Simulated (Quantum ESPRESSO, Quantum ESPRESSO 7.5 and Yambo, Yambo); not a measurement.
# Quasiparticle gap of BiOCl (P4/nmm) in Yambo

Aim: the G0W0 gap of BiOCl (P4/nmm) on PBEsol with spin-orbit coupling, step by step.

Main program and level: Quantum ESPRESSO 7.5 and Yambo 5.3.0; PBEsol and many-body steps on it, plane waves.

**What was measured.**

- Gap 3.44 eV: optical gap from Tauc plot; UV-vis diffuse reflectance; powder (hydrothermal powder) (“Synergistic Piezo-Photocatalysis of BiOCl/NaNbO3 Heterojunction Piezoelectric Composite for High-Efficient Organic Pollutant Degradation”, 2022, pmc:8839476).

- Gap 3.36 eV: optical gap from Kubelka-Munk/Tauc analysis; UV-vis diffuse reflectance; powder (solvothermal hierarchical microspheres made without additive) (“Hydrothermal Crystallization of Bismuth Oxychlorides (BiOCl) Using Different Shape Control Reagents”, 2021, pmc:8123882).

This is a report of a sequence of runs, with most program output left out.

### 1. Starting point

The structure is tetragonal, space group P4/nmm (No. 129). Conventional cell: a = 3.886 Å, b = 3.886 Å, c = 7.349 Å, α = 90.00°, β = 90.00°, γ = 90.00°. Nearest to Bi lie 4 O at 2.31 Å and 4 Cl at 3.06 Å. Cl has 4 Bi at 3.06 Å nearest. Nearest to O lie 4 Bi at 2.31 Å. Farther neighbours and most contacts between anions are not listed.

The cell and positions come from the Crystallography Open Database and are kept as given unless a step says otherwise.

### 2. Ground state

This step: Quantum ESPRESSO 7.5; DFT, PBEsol with spin-orbit coupling, plane waves, norm-conserving pseudopotentials.

The ground-state density comes first.

pw.in reads:

```
&control
  calculation = 'scf'
  prefix = 'x'
  outdir = 'o'
  pseudo_dir = 'pseudo'
/
&system
  ibrav = 0
  nat = 6
  ntyp = 3
  ecutwfc = 76.0
  nbnd = 86
  force_symmorphic = .true.
  noncolin = .true.
  lspinorb = .true.
/
&electrons
  conv_thr = 1e-10
  electron_maxstep = 80
  mixing_beta = 0.5
/
ATOMIC_SPECIES
  Bi 208.98 Bi.upf
  Cl 35.45 Cl.upf
  O 15.999 O.upf
CELL_PARAMETERS angstrom
  3.8855100000 0.0000000000 0.0000000000
  0.0000000000 3.8855100000 0.0000000000
  0.0000000000 0.0000000000 7.3489000000
ATOMIC_POSITIONS crystal
  Bi 0.5000000000 0.0000000000 0.3290400000
  Bi 0.0000000000 0.5000000000 0.6709600000
  Cl 0.0000000000 0.5000000000 0.1472000000
  Cl 0.5000000000 0.0000000000 0.8528000000
  O 0.0000000000 0.0000000000 0.5000000000
  O 0.5000000000 0.5000000000 0.5000000000
K_POINTS automatic
  6 6 4 0 0 0
```

On the command line:

```sh
> OMP_NUM_THREADS=1 mpirun -n 16 pw.x -nk 8 -in pw.in > pw.out
```

Wall time 3.5 min (16 MPI ranks of Arm Neoverse V1, shared host); peak memory 2.9 GiB; 47 min of CPU time.

This step gave:

| Property | Result |
| --- | --- |
| total energy | -14437.5092 eV |
| gap | 2.297 eV |
| k of the valence top | 0, 0.3333, -0.5 |
| k of the conduction bottom | 0, 0, -0.5 |
| least direct gap | 2.609 eV |

The gap is indirect, with the least direct gap 0.31 eV higher.

### 3. Bands along the symmetry lines

The cheap functional maps the bands first; the places of the edges decide which points the dearer methods must see.

pw.in reads:

```
&control
  calculation = 'bands'
  prefix = 'x'
  outdir = 'o'
  pseudo_dir = 'pseudo'
/
&system
  ibrav = 0
  nat = 6
  ntyp = 3
  ecutwfc = 76.0
  nbnd = 84
  force_symmorphic = .true.
  noncolin = .true.
  lspinorb = .true.
/
&electrons
  conv_thr = 1e-9
  electron_maxstep = 80
  diago_full_acc = .true.
  diago_thr_init = 5e-6
/
ATOMIC_SPECIES
  Bi 208.98 Bi.upf
  Cl 35.45 Cl.upf
  O 15.999 O.upf
CELL_PARAMETERS angstrom
  3.8855100000 0.0000000000 0.0000000000
  0.0000000000 3.8855100000 0.0000000000
  0.0000000000 0.0000000000 7.3489000000
ATOMIC_POSITIONS crystal
  Bi 0.5000000000 0.0000000000 0.3290400000
  Bi 0.0000000000 0.5000000000 0.6709600000
  Cl 0.0000000000 0.5000000000 0.1472000000
  Cl 0.5000000000 0.0000000000 0.8528000000
  O 0.0000000000 0.0000000000 0.5000000000
  O 0.5000000000 0.5000000000 0.5000000000
K_POINTS crystal
  75
  0.00000000 0.00000000 0.00000000 1
  0.00000000 0.06250000 0.00000000 1
  0.00000000 0.12500000 0.00000000 1
  0.00000000 0.18750000 0.00000000 1
  0.00000000 0.25000000 0.00000000 1
  0.00000000 0.31250000 0.00000000 1
  0.00000000 0.37500000 0.00000000 1
  0.00000000 0.43750000 0.00000000 1
  0.00000000 0.50000000 0.00000000 1
  0.06250000 0.50000000 0.00000000 1
  0.12500000 0.50000000 0.00000000 1
  0.18750000 0.50000000 0.00000000 1
  0.25000000 0.50000000 0.00000000 1
  0.31250000 0.50000000 0.00000000 1
  0.37500000 0.50000000 0.00000000 1
  0.43750000 0.50000000 0.00000000 1
  0.50000000 0.50000000 0.00000000 1
  0.43750000 0.43750000 0.00000000 1
  0.37500000 0.37500000 0.00000000 1
  0.31250000 0.31250000 0.00000000 1
  0.25000000 0.25000000 0.00000000 1
  0.18750000 0.18750000 0.00000000 1
  0.12500000 0.12500000 0.00000000 1
  0.06250000 0.06250000 0.00000000 1
  0.00000000 0.00000000 0.00000000 1
  0.00000000 0.00000000 0.06250000 1
  0.00000000 0.00000000 0.12500000 1
  0.00000000 0.00000000 0.18750000 1
  0.00000000 0.00000000 0.25000000 1
  0.00000000 0.00000000 0.31250000 1
  0.00000000 0.00000000 0.37500000 1
  0.00000000 0.00000000 0.43750000 1
  0.00000000 0.00000000 0.50000000 1
  0.00000000 0.06250000 0.50000000 1
  0.00000000 0.12500000 0.50000000 1
  0.00000000 0.18750000 0.50000000 1
  0.00000000 0.25000000 0.50000000 1
  0.00000000 0.31250000 0.50000000 1
  0.00000000 0.37500000 0.50000000 1
  0.00000000 0.43750000 0.50000000 1
  0.00000000 0.50000000 0.50000000 1
  0.06250000 0.50000000 0.50000000 1
  0.12500000 0.50000000 0.50000000 1
  0.18750000 0.50000000 0.50000000 1
  0.25000000 0.50000000 0.50000000 1
  0.31250000 0.50000000 0.50000000 1
  0.37500000 0.50000000 0.50000000 1
  0.43750000 0.50000000 0.50000000 1
  0.50000000 0.50000000 0.50000000 1
  0.43750000 0.43750000 0.50000000 1
  0.37500000 0.37500000 0.50000000 1
  0.31250000 0.31250000 0.50000000 1
  0.25000000 0.25000000 0.50000000 1
  0.18750000 0.18750000 0.50000000 1
  0.12500000 0.12500000 0.50000000 1
  0.06250000 0.06250000 0.50000000 1
  0.00000000 0.00000000 0.50000000 1
  0.00000000 0.50000000 0.00000000 1
  0.00000000 0.50000000 0.06250000 1
  0.00000000 0.50000000 0.12500000 1
  0.00000000 0.50000000 0.18750000 1
  0.00000000 0.50000000 0.25000000 1
  0.00000000 0.50000000 0.31250000 1
  0.00000000 0.50000000 0.37500000 1
  0.00000000 0.50000000 0.43750000 1
  0.00000000 0.50000000 0.50000000 1
  0.50000000 0.50000000 0.00000000 1
  0.50000000 0.50000000 0.06250000 1
  0.50000000 0.50000000 0.12500000 1
  0.50000000 0.50000000 0.18750000 1
  0.50000000 0.50000000 0.25000000 1
  0.50000000 0.50000000 0.31250000 1
  0.50000000 0.50000000 0.37500000 1
  0.50000000 0.50000000 0.43750000 1
  0.50000000 0.50000000 0.50000000 1
```

On the command line:

```sh
> OMP_NUM_THREADS=1 mpirun -n 16 pw.x -nk 16 -in pw.in > pw.out
```

Wall time 68 s (16 MPI ranks); peak memory 3.4 GiB; 16 min of CPU time.

Numbers from this step:

```yaml
gap: 2.249 eV
k_of_the_valence_top: 0, 0.4375, 0.5
k_of_the_conduction_bottom: 0, 0, 0.5
least_direct_gap: 2.609 eV
```

The gap is 2.249 eV, −0.048 eV from the run before at this level.

The electronic bands at the labelled points (eV, zero at the top of the highest filled band):

```csv
point,band 69,band 70,band 71,band 72,band 73,band 74,band 75,band 76
Γ,-0.95,-0.95,-0.78,-0.78,2.69,2.69,2.97,2.97
halfway,-0.40,-0.40,-0.29,-0.29,3.25,3.25,3.77,3.77
X,-0.09,-0.09,-0.09,-0.09,3.69,3.69,3.69,3.69
halfway,-0.72,-0.72,-0.72,-0.72,3.59,3.59,4.12,4.12
M,-0.72,-0.72,-0.72,-0.72,3.58,3.58,3.58,3.58
halfway,-0.53,-0.53,-0.38,-0.38,3.16,3.16,4.13,4.13
Γ,-0.95,-0.95,-0.78,-0.78,2.69,2.69,2.97,2.97
halfway,-0.73,-0.73,-0.54,-0.54,2.45,2.45,2.71,2.71
Z,-0.44,-0.44,-0.36,-0.36,2.25,2.25,2.37,2.37
halfway,-0.58,-0.58,-0.18,-0.18,3.24,3.24,3.52,3.52
R,-0.08,-0.08,-0.08,-0.08,3.59,3.59,3.59,3.59
halfway,-0.69,-0.69,-0.62,-0.62,3.32,3.32,3.90,3.90
A,-0.77,-0.77,-0.77,-0.77,3.93,3.93,3.93,3.93
halfway,-0.60,-0.60,-0.34,-0.34,2.79,2.79,4.28,4.28
Z,-0.44,-0.44,-0.36,-0.36,2.25,2.25,2.37,2.37
jump to X,-0.09,-0.09,-0.09,-0.09,3.69,3.69,3.69,3.69
halfway,-0.09,-0.09,-0.09,-0.09,3.64,3.64,3.64,3.64
R,-0.08,-0.08,-0.08,-0.08,3.59,3.59,3.59,3.59
jump to M,-0.72,-0.72,-0.72,-0.72,3.58,3.58,3.58,3.58
halfway,-0.77,-0.77,-0.77,-0.77,3.76,3.76,3.76,3.76
A,-0.77,-0.77,-0.77,-0.77,3.93,3.93,3.93,3.93
```

### 4. Empty states on the mesh, 4×4×2 mesh, 224 bands

The sums over transitions need many empty states on a uniform mesh; this step solves for them.

pw.in reads:

```
&control
  calculation = 'nscf'
  prefix = 'x'
  outdir = 'o'
  pseudo_dir = 'pseudo'
/
&system
  ibrav = 0
  nat = 6
  ntyp = 3
  ecutwfc = 76.0
  nbnd = 224
  force_symmorphic = .true.
  noncolin = .true.
  lspinorb = .true.
/
&electrons
  conv_thr = 1e-9
  electron_maxstep = 80
  diago_full_acc = .true.
  diago_thr_init = 5e-6
/
ATOMIC_SPECIES
  Bi 208.98 Bi.upf
  Cl 35.45 Cl.upf
  O 15.999 O.upf
CELL_PARAMETERS angstrom
  3.8855100000 0.0000000000 0.0000000000
  0.0000000000 3.8855100000 0.0000000000
  0.0000000000 0.0000000000 7.3489000000
ATOMIC_POSITIONS crystal
  Bi 0.5000000000 0.0000000000 0.3290400000
  Bi 0.0000000000 0.5000000000 0.6709600000
  Cl 0.0000000000 0.5000000000 0.1472000000
  Cl 0.5000000000 0.0000000000 0.8528000000
  O 0.0000000000 0.0000000000 0.5000000000
  O 0.5000000000 0.5000000000 0.5000000000
K_POINTS automatic
  4 4 2 0 0 0
```

On the command line:

```sh
> OMP_NUM_THREADS=1 mpirun -n 16 pw.x -nk 4 -in pw.in > pw.out
```

It took 81 s on 16 MPI ranks; peak memory 2.3 GiB; 19 min of CPU time.

Numbers from this step:

- gap: 2.333 eV
- k of the valence top: 0, -0.5, -0.5
- k of the conduction bottom: 0, 0, -0.5
- least direct gap: 2.609 eV
- k points computed: 12
- lowest point of the top converged band, above the valence top: 37.41 eV

On this mesh the gap is 2.333 eV. The earlier step found 2.297 eV, so this mesh misses an edge.

### 5. Conversion and set-up

This step: Yambo 5.3.0; conversion and set-up on PBEsol with spin-orbit coupling, plane waves, norm-conserving pseudopotentials.

The states are converted to the many-body program's format and the q mesh is built.

On the command line:

```sh
> (cd o/x.save; p2y > p2y.log; mv SAVE ../..); yambo > setup.log
```

The job ended after 5 s (1 MPI rank; peak memory 0.25 GiB).

### 6. Screening and self-energy, 4×4×2 mesh, 224 bands, screening to 88.4 eV

G0W0 replaces the xc potential by the self-energy, built once from these orbitals. Only a window of levels is corrected, while the sums run over the empty bands that the input names.

This step: G0W0 on PBEsol with spin-orbit coupling, plane waves, norm-conserving pseudopotentials.

gw1.in reads:

```
HF_and_locXC
gw0
dyson
ppa
em1d
rim_cut
RandQpts= 1000000
RandGvec= 1 RL
EXXRLvcs= 76 Ry
VXCRLvcs= 304 Ry
Chimod= "HARTREE"
% BndsRnXp
 1 | 224 |
%
NGsBlkXp= 6.5 Ry
% LongDrXp
 1 | 1 | 1 |
%
% GbndRnge
 1 | 224 |
%
DysSolver= "n"
ExtendOut
PPAPntXp= 27.21138 eV
% QPkrange
 6 | 6 | 69 | 76 |
 2 | 2 | 69 | 76 |
 1 | 1 | 69 | 76 |
%
```

On the command line:

```sh
> OMP_NUM_THREADS=1 mpirun -n 16 yambo -F gw1.in -J gw1 -C gw1 > gw1.log
```

It took 6.2 min on 16 MPI ranks; peak memory 37 GiB.

This step gave:

```yaml
g0w0_gap_on_the_points_computed: 3.389 eV
starting_gap_on_the_mesh: 2.333 eV
k_of_the_valence_top: 0, -0.5, -0.5
k_of_the_conduction_bottom: 0, 0, -0.5
least_direct_g0w0_gap_on_the_computed_points: 3.492 eV
z_at_the_valence_top: 0.7936
z_at_the_conduction_bottom: 0.8304
```

The gap on the mesh goes from 2.33 eV to 3.39 eV, a correction of +1.06 eV. The start differs from the 2.30 eV found before because the two sample other k points.

Limits: finite bands, cutoff and mesh; coarse k mesh. v1 is the top filled band, c1 the lowest empty one. The levels before and after the correction (eV, zero at the valence-band top of each column):

```csv
,conduction bottom,valence top
Kohn-Sham,2.33,0.00
G0W0,3.39,0.00
```

```csv
,level,energy (eV)
Kohn-Sham,(0 0 -0.5) v3,-0.358
Kohn-Sham,(0 0 -0.5) v2-v1,-0.276
Kohn-Sham,(0 0 -0.5) c1-c2,2.333
Kohn-Sham,(0 0 -0.5) c3,2.452
Kohn-Sham,(0 -0.5 -0.5) v3-v1,0.000
Kohn-Sham,(0 -0.5 -0.5) c1-c3,3.675
G0W0,(0 0 -0.5) v3,-0.103
G0W0,(0 0 -0.5) v2-v1,-0.640
G0W0,(0 0 -0.5) c1-c2,3.389
G0W0,(0 0 -0.5) c3,3.681
G0W0,(0 -0.5 -0.5) v3-v1,0.000
G0W0,(0 -0.5 -0.5) c1-c3,5.055
```

### 7. Where the time went

Times are wall times on the hardware named with each run. The host was busy with other work, so they are no guide to cost.

```csv
step,time,share,memory (GiB)
ground state,3.5 min,29 %,2.9
bands along the symmetry lines,68 s,9 %,3.4
empty states on the mesh,81 s,11 %,2.3
conversion and set-up,5 s,1 %,0.25
screening and self-energy,6.2 min,50 %,37
```

### 8. What came out

| Item | Value |
| --- | --- |
| PBEsol gap | 2.25 eV, indirect |
| G0W0 gap on the mesh | 3.39 eV |
| G0W0 gap over the zone (rigid shift) | 3.30 eV |
| GW settings | 4×4×2 mesh, 224 bands, screening to 88.4 eV, Godby-Needs plasmon pole |
| known limits | not at the basis limit; coarse k mesh |

**Reading.** G0W0 moves the gap on the mesh from 2.33 eV to 3.39 eV (+1.06 eV), with Z of 0.79 and 0.83 at the edges. The mesh misses the band edges by 0.08 eV in all; a rigid shift gives 3.30 eV for the zone. Only 3 of the mesh's irreducible points were corrected, so a valley elsewhere could overtake. The dearest step here is «screening and self-energy». Against experiment, by G0W0@PBEsol: the gap of 3.30 eV lies −0.14 eV from the measured 3.44 eV (optical, 2022); the gap of 3.30 eV lies −0.06 eV from the measured 3.36 eV (optical, 2021). An exciton line or allowed optical edge lies below the quasiparticle gap by the binding energy; a forbidden edge can push the onset above it. The calculation has static nuclei and no excitons; a measured gap holds zero-point and thermal motion, which mostly lowers it. Bands and cutoff are finite, so the gap is not at the basis limit. The miss can reach some tenths of an eV and take either sign; the mesh is an error of its own. In the G0W0 run levels were corrected at 3 k points alone, so a gap called «on the mesh» is the least over those, and an edge elsewhere would be missed. A denser mesh or path gives a starting gap of 2.25 eV: the GW mesh misses a band edge, so its gaps are not the fundamental one. The 4×4×2 mesh is coarse for this cell, which bears on the long-range parts of exchange and screening.

[Paths, hosts, dates, memory and timing lines, banners, echoed tables and standing remarks are left out of the program output.]

[Logs are printed without paths, hosts, clocks, repeated set-up lines and the standing remarks that a program may print on its own settings, such as how far it seeks lower states.]

[Runs of the session that timed out or met a known fault of the program may be left out.]

[Hosts, paths, dates, database ids (printed as entryN), source tags and the programs' standing remarks are cut or masked in the printed files.]
